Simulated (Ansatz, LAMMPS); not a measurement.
# Elastic response of glassy 67P2O5-20BaO-13Al2O3 (mol %) (86 atoms), part 2 of 4

How stiff is glassy 67P2O5-20BaO-13Al2O3 (mol %) (86 atoms), and how do its levels respond to strain?

Ansatz 0.2.0; Kohn-Sham DFT, PBEsol, PAW (set soft_1), plane waves.

The cell: 20 P, 3 Ba, 4 Al and 59 O. The quench rate of 20 K/ps is orders of magnitude faster than experiment. The network of bonds at the start is that of the classical potential that made the cell. Only the Γ point is sampled. No spin–orbit coupling is included.

So far. Step 2 (Single point at the start): The r.m.s. force at the start is 1.2 eV/Å.

**3. Cell and atoms relaxed**

The cell is relaxed with the atoms, since the starting lattice needn't suit this functional.

File input.yaml:

```yaml
crystal:
  lattice:
    - [10.77141, 0.0, 0.0]
    - [0.0, 10.77141, 0.0]
    - [0.0, 0.0, 10.77141]
  atoms:
    [... the 86 atom lines of step 2 ...]
kpoints:
  mp_grid: { grid: [1, 1, 1] }
hamiltonian:
  xc: pbesol
  pseudopotentials: { kind: paw, azcp: { folder: soft_1 }, xc_functional: pbe }
scf:
  occupations: { method: fermi_dirac, width: 0.05 }
output:
  forces: true
relax:
  f_tol: 0.05
  max_steps: 150
  cell: {}
```

Command:

```
ansatz run input.yaml --threads 4 --pin off --max-ram 8192MiB --backend cpu --events-out ev --progress --plain --runs-dir out
```

Numbers of over 12 decimals in the logs are rounded to 6 here.

The program printed:

```text
[...]
Crystal: 86 atoms, lattice volume = 1249.734 Å³
Basis set: ecut = 420 eV, 24303 PW (Γ), exchange–correlation on 144×144×144 points (8 copies of the dense FFT grid, shifted against one another)
Bands: 334, of which v1, the nominal top of the filled ones, is band 248 counted from 1 (247 counted from 0)
Symmetry: 1 space group operations
[...]
k-points: 1
[...]
SCF iter   1: F=—  HF=-67676.250695 eV  |F-HF|=—  |Δ(HF+E_count)|=         —  Δρ=1.12e-1  dr2=3.08e2  ethr=3.10e-3  ⟨swp⟩=13.0  Hψ=2549  notcnv=0  defer=63
[...]
SCF iter  13: F=—  HF=-67618.927306 eV  |F-HF|=—  |Δ(HF+E_count)|=   4.98e-7  Δρ=5.43e-6  dr2=2.03e-7  ethr=2.57e-10  ⟨swp⟩=3.0  Hψ=574  notcnv=0  defer=81
SCF iter  14: F=-67618.927306 eV  HF=-67618.927306 eV  |F-HF|=2.30e-9  |Δ(HF+E_count)|=   7.76e-8  Δρ=2.03e-6  dr2=2.51e-8  ethr=2.02e-11  ⟨swp⟩=6.0  Hψ=1135  notcnv=0
SCF 1 converged in 14 iterations: F = -67618.927306 eV  dr2 = 2.51e-8
[...]
relax step   1: F+E_penalty+E_count = -67618.92730580 eV  Δ(F+E_penalty+E_count) = +0.000e0 eV  max|allowed force component| = 4.843e0 eV/Å  Δτ_max = 0.0000 Å  P = +0.227 GPa  Ω = 1249.734 Å³  (14 SCF iters, dr2 threshold 1.00e-7 eV, accepted)
[... from here on, the SCF cycles and remarks between the steps are left out ...]
relax step   2: F+E_penalty+E_count = -67621.78389681 eV  Δ(F+E_penalty+E_count) = -2.857e0 eV  max|allowed force component| = 3.792e0 eV/Å  Δτ_max = 0.1973 Å  P = +0.416 GPa  Ω = 1231.984 Å³  energy of the carried Pulay correction = +4.185e-2 eV  (8 SCF iters, dr2 threshold 8.60e-6 eV, accepted)
relax step   3: F+E_penalty+E_count = -67624.62657489 eV  Δ(F+E_penalty+E_count) = -2.843e0 eV  max|allowed force component| = 2.170e0 eV/Å  Δτ_max = 0.1941 Å  P = +0.784 GPa  Ω = 1204.385 Å³  energy of the carried Pulay correction = +1.081e-1 eV  (8 SCF iters, dr2 threshold 8.60e-6 eV, accepted)
relax step   4: F+E_penalty+E_count = -67625.75714483 eV  Δ(F+E_penalty+E_count) = -1.131e0 eV  max|allowed force component| = 1.242e0 eV/Å  Δτ_max = 0.2000 Å  P = +0.588 GPa  Ω = 1206.943 Å³  energy of the carried Pulay correction = +1.019e-1 eV  (8 SCF iters, dr2 threshold 8.60e-6 eV, accepted)
relax step   5: F+E_penalty+E_count = -67626.75918883 eV  Δ(F+E_penalty+E_count) = -1.002e0 eV  max|allowed force component| = 8.466e-1 eV/Å  Δτ_max = 0.1949 Å  P = -0.245 GPa  Ω = 1209.829 Å³  energy of the carried Pulay correction = +9.494e-2 eV  (8 SCF iters, dr2 threshold 8.60e-6 eV, accepted)
relax step   6: F+E_penalty+E_count = -67627.26426732 eV  Δ(F+E_penalty+E_count) = -5.051e-1 eV  max|allowed force component| = 7.134e-1 eV/Å  Δτ_max = 0.2000 Å  P = -0.222 GPa  Ω = 1213.807 Å³  energy of the carried Pulay correction = +8.533e-2 eV  (8 SCF iters, dr2 threshold 8.60e-6 eV, accepted)
relax step   7: F+E_penalty+E_count = -67627.75210766 eV  Δ(F+E_penalty+E_count) = -4.878e-1 eV  max|allowed force component| = 6.796e-1 eV/Å  Δτ_max = 0.2000 Å  P = -0.114 GPa  Ω = 1215.992 Å³  energy of the carried Pulay correction = +8.007e-2 eV  (8 SCF iters, dr2 threshold 8.60e-6 eV, accepted)
relax step   8: F+E_penalty+E_count = -67628.05171901 eV  Δ(F+E_penalty+E_count) = -2.996e-1 eV  max|allowed force component| = 6.148e-1 eV/Å  Δτ_max = 0.1948 Å  P = -0.279 GPa  Ω = 1216.785 Å³  energy of the carried Pulay correction = +7.817e-2 eV  (8 SCF iters, dr2 threshold 8.60e-6 eV, accepted)
relax step   9: F+E_penalty+E_count = -67628.18005912 eV  Δ(F+E_penalty+E_count) = -1.283e-1 eV  max|allowed force component| = 9.578e-1 eV/Å  Δτ_max = 0.1942 Å  P = +0.427 GPa  Ω = 1214.683 Å³  energy of the carried Pulay correction = +8.322e-2 eV  (7 SCF iters, dr2 threshold 8.60e-6 eV, accepted)
relax step  10: F+E_penalty+E_count = -67628.26916262 eV  Δ(F+E_penalty+E_count) = -8.910e-2 eV  max|allowed force component| = 3.468e-1 eV/Å  Δτ_max = 0.0565 Å  P = +0.135 GPa  Ω = 1221.388 Å³  energy of the carried Pulay correction = +6.712e-2 eV  (7 SCF iters, dr2 threshold 8.60e-6 eV, accepted)
relax step  11: F+E_penalty+E_count = -67628.43431568 eV  Δ(F+E_penalty+E_count) = -1.652e-1 eV  max|allowed force component| = 5.508e-1 eV/Å  Δτ_max = 0.2000 Å  P = -0.078 GPa  Ω = 1221.202 Å³  energy of the carried Pulay correction = +6.757e-2 eV  (7 SCF iters, dr2 threshold 7.52e-6 eV, accepted)
relax step  12: F+E_penalty+E_count = -67628.57413760 eV  Δ(F+E_penalty+E_count) = -1.398e-1 eV  max|allowed force component| = 1.890e-1 eV/Å  Δτ_max = 0.2000 Å  P = +0.022 GPa  Ω = 1217.434 Å³  energy of the carried Pulay correction = +7.661e-2 eV  (7 SCF iters, dr2 threshold 8.60e-6 eV, accepted)
relax step  13: F+E_penalty+E_count = -67628.59133364 eV  Δ(F+E_penalty+E_count) = -1.720e-2 eV  max|allowed force component| = 3.013e-1 eV/Å  Δτ_max = 0.0924 Å  P = -0.133 GPa  Ω = 1218.179 Å³  energy of the carried Pulay correction = +7.482e-2 eV  (8 SCF iters, dr2 threshold 2.23e-6 eV, accepted)
[...]
relax step  30: F+E_penalty+E_count = -67628.61832235 eV  Δ(F+E_penalty+E_count) = +3.660e-1 eV  max|allowed force component| = 3.516e0 eV/Å  Δτ_max = 0.2000 Å  P = +0.924 GPa  Ω = 1227.892 Å³  energy of the carried Pulay correction = +5.158e-2 eV  (8 SCF iters, dr2 threshold 4.48e-6 eV, rejected (line search))
relax step  31: F+E_penalty+E_count = -67629.00362284 eV  Δ(F+E_penalty+E_count) = -1.931e-2 eV  max|allowed force component| = 8.456e-2 eV/Å  Δτ_max = 0.1000 Å  P = +0.026 GPa  Ω = 1228.533 Å³  energy of the carried Pulay correction = +5.006e-2 eV  (12 SCF iters, accepted)
[...]
relax step  35: F+E_penalty+E_count = -67629.02084696 eV  Δ(F+E_penalty+E_count) = -8.020e-3 eV  max|allowed force component| = 1.480e-1 eV/Å  Δτ_max = 0.0418 Å  P = +0.030 GPa  Ω = 1232.396 Å³  energy of the carried Pulay correction = +4.087e-2 eV  (7 SCF iters, dr2 threshold 2.37e-6 eV, accepted)
relax step  36: F+E_penalty+E_count = -67629.02553779 eV  Δ(F+E_penalty+E_count) = -4.691e-3 eV  max|allowed force component| = 7.095e-2 eV/Å  Δτ_max = 0.0736 Å  P = -0.008 GPa  Ω = 1233.565 Å³  energy of the carried Pulay correction = +3.810e-2 eV  (7 SCF iters, dr2 threshold 1.37e-6 eV, accepted)
relax step  37: F+E_penalty+E_count = -67629.02804864 eV  Δ(F+E_penalty+E_count) = -2.511e-3 eV  max|allowed force component| = 5.604e-2 eV/Å  Δτ_max = 0.0281 Å  P = -0.015 GPa  Ω = 1233.839 Å³  energy of the carried Pulay correction = +3.745e-2 eV  (7 SCF iters, dr2 threshold 3.15e-7 eV, accepted)
relax step  38: F+E_penalty+E_count = -67629.03588318 eV  Δ(F+E_penalty+E_count) = -7.835e-3 eV  max|allowed force component| = 1.279e-1 eV/Å  Δτ_max = 0.0746 Å  P = +0.179 GPa  Ω = 1226.198 Å³  energy of the carried Pulay correction = +5.562e-2 eV  (9 SCF iters, dr2 threshold 1.96e-7 eV, rejected (line search))
relax step  39: F+E_penalty+E_count = -67629.03374705 eV  Δ(F+E_penalty+E_count) = -5.698e-3 eV  max|allowed force component| = 4.510e-2 eV/Å  Δτ_max = 0.0359 Å  P = +0.009 GPa  Ω = 1232.948 Å³  energy of the carried Pulay correction = +3.956e-2 eV  (11 SCF iters, accepted)
relax step  40: F+E_penalty+E_count = -67629.14674871 eV  Δ(F+E_penalty+E_count) = -1.130e-1 eV  max|allowed force component| = 4.418e-2 eV/Å  Δτ_max = 0.0000 Å  P = +0.125 GPa  Ω = 1232.948 Å³  stress off target by 5.02e-1 GPa  SCF on the basis re-selected at this cell (its energy is not comparable with the rows above)  (7 SCF iters)
relax step  41: F+E_penalty+E_count = -67629.16130685 eV  Δ(F+E_penalty+E_count) = -1.456e-2 eV  max|allowed force component| = 9.373e-2 eV/Å  Δτ_max = 0.0966 Å  P = -0.079 GPa  Ω = 1236.524 Å³  energy of the carried Pulay correction = -8.022e-3 eV  (8 SCF iters, dr2 threshold 6.29e-7 eV, accepted)
relax step  42: F+E_penalty+E_count = -67629.16519627 eV  Δ(F+E_penalty+E_count) = -3.889e-3 eV  max|allowed force component| = 1.522e-1 eV/Å  Δτ_max = 0.0511 Å  P = -0.056 GPa  Ω = 1238.234 Å³  energy of the carried Pulay correction = -1.189e-2 eV  (8 SCF iters, dr2 threshold 5.49e-7 eV, accepted)
relax step  43: F+E_penalty+E_count = -67629.16725011 eV  Δ(F+E_penalty+E_count) = -2.054e-3 eV  max|allowed force component| = 6.466e-2 eV/Å  Δτ_max = 0.0258 Å  P = -0.002 GPa  Ω = 1239.324 Å³  energy of the carried Pulay correction = -1.437e-2 eV  (6 SCF iters, dr2 threshold 1.45e-6 eV, accepted)
relax step  44: F+E_penalty+E_count = -67629.16916886 eV  Δ(F+E_penalty+E_count) = -1.919e-3 eV  max|allowed force component| = 4.872e-2 eV/Å  Δτ_max = 0.0374 Å  P = +0.014 GPa  Ω = 1239.746 Å³  energy of the carried Pulay correction = -1.532e-2 eV  (7 SCF iters, dr2 threshold 2.61e-7 eV, accepted)
relax step  45: F+E_penalty+E_count = -67629.19363109 eV  Δ(F+E_penalty+E_count) = -2.446e-2 eV  max|allowed force component| = 4.891e-2 eV/Å  Δτ_max = 0.0000 Å  P = +0.045 GPa  Ω = 1239.746 Å³  stress off target by 1.07e-1 GPa  SCF on the basis re-selected at this cell (its energy is not comparable with the rows above)  (7 SCF iters)
relax step  46: F+E_penalty+E_count = -67629.19022006 eV  Δ(F+E_penalty+E_count) = +3.411e-3 eV  max|allowed force component| = 4.290e-2 eV/Å  Δτ_max = 0.0455 Å  P = -0.023 GPa  Ω = 1242.198 Å³  energy of the carried Pulay correction = -5.615e-3 eV  (9 SCF iters, dr2 threshold 2.85e-8 eV, accepted)
relax step  47: F+E_penalty+E_count = -67629.19612102 eV  Δ(F+E_penalty+E_count) = -5.901e-3 eV  max|allowed force component| = 4.279e-2 eV/Å  Δτ_max = 0.0000 Å  P = -0.020 GPa  Ω = 1242.198 Å³  stress off target by 3.81e-2 GPa  SCF on the basis re-selected at this cell (its energy is not comparable with the rows above)  (6 SCF iters)
[...]
SCF converged after 6 iterations
Free energy (F): -67629.196121 eV
[...]
Internal energy: -67629.196121 eV  (E = F + TS)
E sigma→0 (E₀):  -67629.196121 eV
Fermi energy:    5.188970 eV
[...]
Σ components = -67629.196121   (vs F -67629.196121, Δ=0.00e0)
--- Forces (eV/Å), atoms counted from 1 ---
  atom   1  P     -0.04278562    -0.00281671    -0.01525947
  atom   2  P     -0.00141938    -0.01562289     0.00376894
  atom   3  P     -0.00006181    -0.01895114    -0.00185035
  atom   4  P     -0.01703468     0.01323625    -0.00356347
[...]
atom  86  O      0.00606512     0.00843097     0.00770796
  max |Σ_I F_I| component: 2.78e-6 eV/Å
--- Stress (GPa, compression-positive) ---
       -0.022415       0.002647      -0.011113
        0.002646      -0.014140       0.011724
       -0.011111       0.011722      -0.022288
  P = ⅓ Tr σ = -0.0196 GPa (-0.196 kbar)
--- Relaxed structure (44 steps of the walk, 41 accepted, 3 SCFs on fresh bases) ---
  F+E_penalty+E_count = -67629.19612102 eV   max|allowed force component| = 4.279e-2 eV/Å   (the final SCF, on the basis selected at the relaxed cell)
  cell:  # Å, volume = 1242.1976 Å³
    - [10.661626, -0.285185, -0.541503]
    - [-0.285185, 11.143244, 0.276298]
    - [-0.541503, 0.276298, 10.496581]
  atoms:
    - { symbol: P, position: [0.085415, 0.587713, 0.141883] }
    - { symbol: P, position: [0.830908, 0.109170, 0.782131] }
    - { symbol: P, position: [0.212181, 0.946933, 0.468439] }
    - { symbol: P, position: [0.154715, 0.198292, 0.056239] }
[...]
- { symbol: O, position: [0.926600, 0.073570, 0.696793] }
```

Run time: 9.7 min. Hardware: 4 threads of Arm Neoverse V1, shared host; peak memory 1.5 GiB.

The relaxation converged after 44 steps, with a largest force component of 0.043 eV/Å.

**4. Single point at the relaxed geometry**

One more single point at the end of the walk gives the fuller output and checks the residual forces.

File input.yaml:

```yaml
crystal:
  lattice:
    - [10.66163, -0.28519, -0.5415]
    - [-0.28519, 11.14324, 0.2763]
    - [-0.5415, 0.2763, 10.49658]
  atoms:
    - { symbol: P, position: [0.08542, 0.58771, 0.14188] }
    - { symbol: P, position: [0.83091, 0.10917, 0.78213] }
    - { symbol: P, position: [0.21218, 0.94693, 0.46844] }
    - { symbol: P, position: [0.15472, 0.19829, 0.05624] }
    - { symbol: P, position: [0.21118, 0.98175, 0.91035] }
    - { symbol: P, position: [0.01278, 0.31167, 0.44203] }
    [... 74 atom lines left out ...]
    - { symbol: O, position: [0.94076, 0.99284, 0.14035] }
    - { symbol: O, position: [0.82275, 0.24888, 0.7571] }
    - { symbol: O, position: [0.05425, 0.51649, 0.02524] }
    - { symbol: O, position: [0.7027, 0.04592, 0.76303] }
    - { symbol: O, position: [0.10112, 0.59668, 0.46657] }
    - { symbol: O, position: [0.9266, 0.07357, 0.69679] }
kpoints:
  mp_grid: { grid: [1, 1, 1] }
hamiltonian:
  xc: pbesol
  pseudopotentials: { kind: paw, azcp: { folder: soft_1 }, xc_functional: pbe }
scf:
  occupations: { method: fermi_dirac, width: 0.05 }
output:
  forces: true
  stress: true
  populations: intrinsic
  dos:
    method: { smearing: { sigma: 0.08 } }
    de: 0.1
    projected: { site_lists: { Al: [Al], Ba: [Ba], O: [O], P: [P] } }
  eigenvalues: true
  write_density: true
  write_potential: true
  volumetric_format: npy
```

The program printed:

```text
[...]
Crystal: 86 atoms, lattice volume = 1242.197 Å³
Basis set: ecut = 420 eV, 24283 PW (Γ), exchange–correlation on 144×150×144 points (8 copies of the dense FFT grid, shifted against one another)
Bands: 334, of which v1, the nominal top of the filled ones, is band 248 counted from 1 (247 counted from 0)
Symmetry: 1 space group operations
[...]
k-points: 1
[...]
SCF iter   1: F=—  HF=-67680.149350 eV  |F-HF|=—  |Δ(HF+E_count)|=         —  Δρ=1.04e-1  dr2=1.62e2  ethr=3.10e-3  ⟨swp⟩=12.0  Hψ=2414  notcnv=0  defer=42
[...]
SCF iter  13: F=-67629.196102 eV  HF=-67629.196102 eV  |F-HF|=2.04e-10  |Δ(HF+E_count)|=   2.89e-8  Δρ=2.38e-6  dr2=7.21e-8  ethr=2.02e-11  ⟨swp⟩=33.0  Hψ=4594  notcnv=0
SCF 1 converged in 13 iterations: F = -67629.196102 eV  dr2 = 7.21e-8
[...]
WARN: The input density's exchange-correlation potential varies sharply where the density is thin. Do not read a vacuum level from v_tot or v_xc, or from such a field of the output density. On a cell that repeats whose density bears no net charge and no dipole along the vacuum's axis use v_es (v_loc + v_h of the components); [...]
SCF converged after 13 iterations
Free energy (F): -67629.196102 eV
[...]
Internal energy: -67629.196102 eV  (E = F + TS)
E sigma→0 (E₀):  -67629.196102 eV
Fermi energy:    5.189042 eV
[...]
--- Forces (eV/Å), atoms counted from 1 ---
  atom   1  P     -0.04865209     0.00137584    -0.01032481
  atom   2  P     -0.00224695    -0.01651021     0.00494769
  atom   3  P      0.00026376    -0.01981979    -0.00288292
  atom   4  P     -0.02158262     0.01366834    -0.00316675
  atom   5  P      0.00685196    -0.00646569    -0.00045853
  atom   6  P     -0.00521164     0.01289584     0.00361007
  atom   7  P     -0.00123387     0.00788407    -0.00219931
  atom   8  P     -0.00404212     0.00147110    -0.01819595
  atom   9  P      0.00218444     0.00260463     0.01515068
  atom  10  P      0.01838641    -0.00209664     0.01014388
  atom  11  P      0.01801654     0.00664834     0.01506160
  atom  12  P      0.01361545    -0.00864417    -0.01335078
  atom  13  P     -0.00779614    -0.00459503    -0.00584893
  atom  14  P     -0.03578998    -0.00595819    -0.02628615
[...]
atom  85  O      0.00629953    -0.01634144    -0.00740750
  atom  86  O      0.00657770     0.00834865     0.00764586
  max |Σ_I F_I| component: 3.05e-5 eV/Å
--- Stress (GPa, compression-positive) ---
       -0.024457       0.003025      -0.011385
        0.003025      -0.016160       0.011274
       -0.011383       0.011272      -0.024924
  P = ⅓ Tr σ = -0.0218 GPa (-0.218 kbar)
--- Band table (eV) ---
[...]
--- intrinsic populations: 86 sites ---
  site symbol       q [e]
     0      P      2.9808
     1      P      2.8839
     2      P      2.9504
[...]
85      O      6.8602
  spilling = -0.000000 (of n_electrons = 496.000000)
```

The job ended after 29 s (4 threads; peak memory 1.5 GiB; 1.8 min of CPU time).

The program notes that the exchange-correlation potential is rough where the density is thin.

Read from the output:

- free energy: -67629.1961 eV
- free energy per atom: -786.3860 eV/atom
- SCF cycles: 13
- pressure: -0.02185 GPa
- r.m.s. force component: 0.01177 eV/Å
- longest force: 0.04975 eV/Å
- Fermi energy: 5.189 eV
- gap (highest filled to lowest empty level): 4.374 eV

(Part 2 of 4 ends here.)

[Logs are printed without paths, hosts, clocks, repeated set-up lines and the standing remarks that a program may print on its own settings, such as how far it seeks lower states.]

[Hosts, paths, dates, database ids (printed as entryN), source tags and the programs' standing remarks are cut or masked in the printed files.]
